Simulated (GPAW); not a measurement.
# Mg/Al(100): work function by functional and basis, part 2 of 2

Wanted: work functions and dipole of Mg/Al(100), with the cost of each level.

GPAW 26.7.0; GPAW, PAW setups; slab in vacuum, relaxation (the session's first sound run).

So far, upper work function (eV): step 2 (relaxing the atoms, PBE, GPAW) 3.84; step 5 (self-consistent run: xc = "revPBE") 3.77; step 6 (self-consistent run: xc = "RPBE") 3.77; step 7 (OptPBE vdW: xc = "optPBE-vdW", GPAW, PAW setups, GPAW) 3.94; step 8 (self-consistent run: xc = "LDA") 3.96.

## (9) Real-space grid: mode = "fd"

A real-space grid is a second complete basis, so it checks the plane-wave result.

run.py

```python
import json
import numpy as np
from ase import Atoms
from gpaw import GPAW

slab = Atoms(
    ['Al', 'Al', 'Al', 'Al', 'Mg'],
    positions=[
        [1.43189, 1.43189, 8.00000],
        [0.00000, 0.00000, 10.02500],
        [1.43189, 1.43189, 12.06822],
        [-0.00000, 0.00000, 14.14506],
        [1.43189, 1.43189, 16.37634]],
    cell=[[2.86378, 0.0, 0.0], [0.0, 2.86378, 0.0], [0.0, 0.0, 23.93709]],
    pbc=[True, True, False])

slab.calc = GPAW(mode='fd', h=0.18, xc='PBE', kpts={'size': (11, 11, 1), 'gamma': True},
                 occupations={'name': 'fermi-dirac', 'width': 0.1}, nbands='200%',
                 convergence={'density': 1e-05}, maxiter=200,
                 poissonsolver={'dipolelayer': 'xy'},
                 symmetry={'tolerance': 1e-3}, txt='slab.txt')
result = {}
energy = slab.get_potential_energy()
fermi = slab.calc.get_fermi_level()
v = slab.calc.get_electrostatic_potential().mean((0, 1)) - fermi
n = slab.calc.get_pseudo_density().mean((0, 1))
L = slab.cell[2, 2]
z = np.arange(len(v)) * L / len(v)
low, high = slab.positions[:, 2].min(), slab.positions[:, 2].max()
below, above = np.interp([low - 5.8, high + 5.8], z, v)
slopes = [np.interp(x, z, np.gradient(v, z)) for x in (low - 5.8, high + 5.8)]
eps = np.array([[slab.calc.get_eigenvalues(k, s) for k in range(len(slab.calc.get_ibz_k_points()))]
                for s in range(slab.calc.get_number_of_spins())]) - fermi
top, bottom = eps[eps < 0].max(), eps[eps > 0].min()
dipole = slab.get_dipole_moment()[2]
print(f'energy {energy:.4f} eV, Fermi level {fermi:.4f} eV, dipole {dipole:.5f} e A')
print(f'potential 5.8 A off the faces, from the Fermi level: lower {below:.4f} eV, upper {above:.4f} eV')
print(f'slope of the potential there: lower {slopes[0]:.5f}, upper {slopes[1]:.5f} eV/A')
print(f'nearest levels on the mesh: {top:.4f} and {bottom:.4f} eV')
print('magnetic moment', round(slab.get_magnetic_moment(), 3))
result.update(energy=energy, fermi=fermi, dipole=dipole, below=below, above=above, slopes=slopes, edges=[top, bottom],
              z=z.tolist(), v=v.tolist(), n=n.tolist(), positions=slab.positions.tolist(),
              forces=slab.get_forces(apply_constraint=False).tolist(), moments=slab.get_magnetic_moments().tolist())
json.dump(result, open('result.json', 'w'))
```

Launch:

```bash
$ OMP_NUM_THREADS=1 OPENBLAS_NUM_THREADS=1 python run.py
```

Output:

```text
energy -15.6267 eV, Fermi level -4.0689 eV, dipole 0.02115 e A
potential 5.8 A off the faces, from the Fermi level: lower 4.3022 eV, upper 3.8355 eV
slope of the potential there: lower -0.00004, upper 0.00011 eV/A
nearest levels on the mesh: -0.0004 and 0.0007 eV
magnetic moment 0.0
```

Run time: 2.2 min. Hardware: 1 thread of Arm Neoverse V1, shared host; peak memory 0.56 GiB.

This step gave:

```yaml
dipole_along_the_normal: 0.02115 e·Å
levels_nearest_the_fermi_level_on_the_mesh: -3.62e-4, 7.08e-4 eV from the Fermi level
upper_work_function: 3.836 eV
lower_work_function: 4.302 eV
```

The electrostatic potential energy of an electron (without an applied field's), less the Fermi level, planar mean oscillates, so the rows of the table below give means over windows of 2.09 Å about each position, cut where the curve ends. Its maxima inside the range that stand out by 2 % of the span (Å: eV): 9.0: -2.03, 11.1: -1.82, 13.1: -1.67, 15.3: -0.615. Its minima: 8.0: -13.3, 10.1: -13.4, 12.1: -13.5, 14.1: -13.4, 16.4: -11.0.

The electrostatic potential energy of an electron (without an applied field's), less the Fermi level, planar mean by z; means over each step:

| z (Å) | electrostatic potential energy of an electron (without an applied field's), less the Fermi level, planar mean (eV) |
| --- | --- |
| 1.04 | 4.30 |
| 3.13 | 4.30 |
| 5.22 | 4.18 |
| 7.31 | -4.17 |
| 9.40 | -7.14 |
| 11.49 | -7.00 |
| 13.58 | -6.82 |
| 15.67 | -5.09 |
| 17.77 | 0.781 |
| 19.85 | 3.80 |
| 21.95 | 3.84 |

The upper face's work function is 3.836 eV, against 3.835 eV in the first plane-wave PBE run at this geometry.

## (10) Atomic orbitals: mode = "lcao"

Atom-centred orbitals end a few angstrom from the surface, which tests how much the density's tail matters.

Changes to run.py since step 9:

```diff
@@ -16,4 +16,4 @@
 
-slab.calc = GPAW(mode='fd', h=0.18, xc='PBE', kpts={'size': (11, 11, 1), 'gamma': True},
-                 occupations={'name': 'fermi-dirac', 'width': 0.1}, nbands='200%',
+slab.calc = GPAW(mode='lcao', basis='dzp', h=0.18, xc='PBE', kpts={'size': (11, 11, 1), 'gamma': True},
+                 occupations={'name': 'fermi-dirac', 'width': 0.1}, nbands='120%',
                  convergence={'density': 1e-05}, maxiter=200,
```

Output:

```text
energy -15.0511 eV, Fermi level -4.0619 eV, dipole 0.01916 e A
potential 5.8 A off the faces, from the Fermi level: lower 4.2732 eV, upper 3.8505 eV
slope of the potential there: lower -0.00000, upper 0.00000 eV/A
nearest levels on the mesh: -0.0006 and 0.1713 eV
magnetic moment 0.0
```

Wall time 9.2 min (1 thread); peak memory 0.33 GiB.

This step gave:

- dipole along the normal: 0.01916 e·Å
- levels nearest the Fermi level on the mesh: -6.29e-4, 0.1713 eV from the Fermi level
- upper work function: 3.851 eV
- lower work function: 4.273 eV

The electrostatic potential energy of an electron (without an applied field's), less the Fermi level, planar mean oscillates, so the rows of the table below give means over windows of 2.09 Å about each position, cut where the curve ends. Its maxima inside the range that stand out by 2 % of the span (Å: eV): 9.0: -2.10, 11.1: -1.88, 13.1: -1.73, 15.2: -0.740. Its minima: 8.0: -13.3, 10.1: -13.5, 12.1: -13.5, 14.1: -13.4, 16.4: -11.3.

The electrostatic potential energy of an electron (without an applied field's), less the Fermi level, planar mean by z; means over each step:

z (Å), electrostatic potential energy of an electron (without an applied field's), less the Fermi level, planar mean (eV) and a bar from the least value:
```
     1.04        4.3 ##############################
     3.13        4.3 ##############################
     5.22        4.2 ##############################
     7.31       -4.2 ########
     9.40       -7.2 
    11.49       -7.1 
    13.58       -6.9 #
    15.67       -5.3 #####
    17.77        0.8 #####################
    19.85        3.8 #############################
    21.95        3.9 #############################
```

The upper face's work function is 3.851 eV, against 3.835 eV in the first plane-wave PBE run at this geometry.

## (11) Cost and result by level

Times are for 1 thread of Arm Neoverse V1, shared host. The series side by side:

| no. | run | upper work function (eV) | lower work function (eV) | time | memory (GiB) |
| --- | --- | --- | --- | --- | --- |
| 1 | pw | 3.835 | 4.302 | 35 s | 0.2 |
| 2 | vdW DF2 | 3.970 | 4.470 | 45 s | 0.31 |
| 3 | revPBE | 3.774 | 4.239 | 35 s | 0.2 |
| 4 | RPBE | 3.771 | 4.238 | 35 s | 0.2 |
| 5 | optPBE vdW | 3.941 | 4.427 | 46 s | 0.31 |
| 6 | LDA | 3.964 | 4.450 | 33 s | 0.2 |
| 7 | fd | 3.836 | 4.302 | 2.2 min | 0.56 |
| 8 | lcao | 3.851 | 4.273 | 9.2 min | 0.33 |

## (12) Side by side

Results and costs are gathered.

This step: comparison of work functions, dipole and cost (GPAW 26.7.0).

Ladder, by row:

| step | code | work function, upper (eV) | work function, lower (eV) | dipole (e Å) | wall time (s) | peak memory (GiB) | threads |
| --- | --- | --- | --- | --- | --- | --- | --- |
| pw | GPAW | 3.835 | 4.302 | 0.02119 | 34.95 | 0.2 | 1 |
| vdW-DF2 | GPAW | 3.97 | 4.47 | 0.02265 | 45.37 | 0.31 | 1 |
| revPBE | GPAW | 3.774 | 4.239 | 0.02112 | 35.08 | 0.2 | 1 |
| RPBE | GPAW | 3.771 | 4.238 | 0.02118 | 35.06 | 0.2 | 1 |
| optPBE-vdW | GPAW | 3.941 | 4.427 | 0.02209 | 45.64 | 0.31 | 1 |
| LDA | GPAW | 3.964 | 4.45 | 0.02204 | 33.08 | 0.2 | 1 |
| fd | GPAW | 3.836 | 4.302 | 0.02115 | 133.3 | 0.56 | 1 |
| lcao | GPAW | 3.851 | 4.273 | 0.01916 | 552.5 | 0.33 | 1 |

## (13) What came out

| Item | Value |
| --- | --- |
| work function, upper and lower face | 3.835 and 4.302 eV |
| dipole along the normal | 0.0212 e Å |

What this shows: With plane waves and PBE the work function is 3.84 eV on the upper face and 4.30 eV on the lower. The two faces differ by 0.47 eV, the step that the slab's dipole makes (e p/(ε0 A) gives 0.47 eV), so the dipole layer is needed. Over the sound runs of the table the upper face's work function spans 3.771 (RPBE) to 3.970 eV (vdW-DF2). The cell of 8.20 Å² holds one Mg, started on one chosen site; other sites and coverages weren't tried. The in-plane lattice was kept as typed, which isn't the functional's own and leaves some strain; spin-orbit coupling and temperature are left out.

[Logs are printed without paths, hosts, clocks, repeated set-up lines and the standing remarks that a program may print on its own settings, such as how far it seeks lower states.]

[Hosts, paths, dates, database ids (printed as entryN), source tags and the programs' standing remarks are cut or masked in the printed files.]
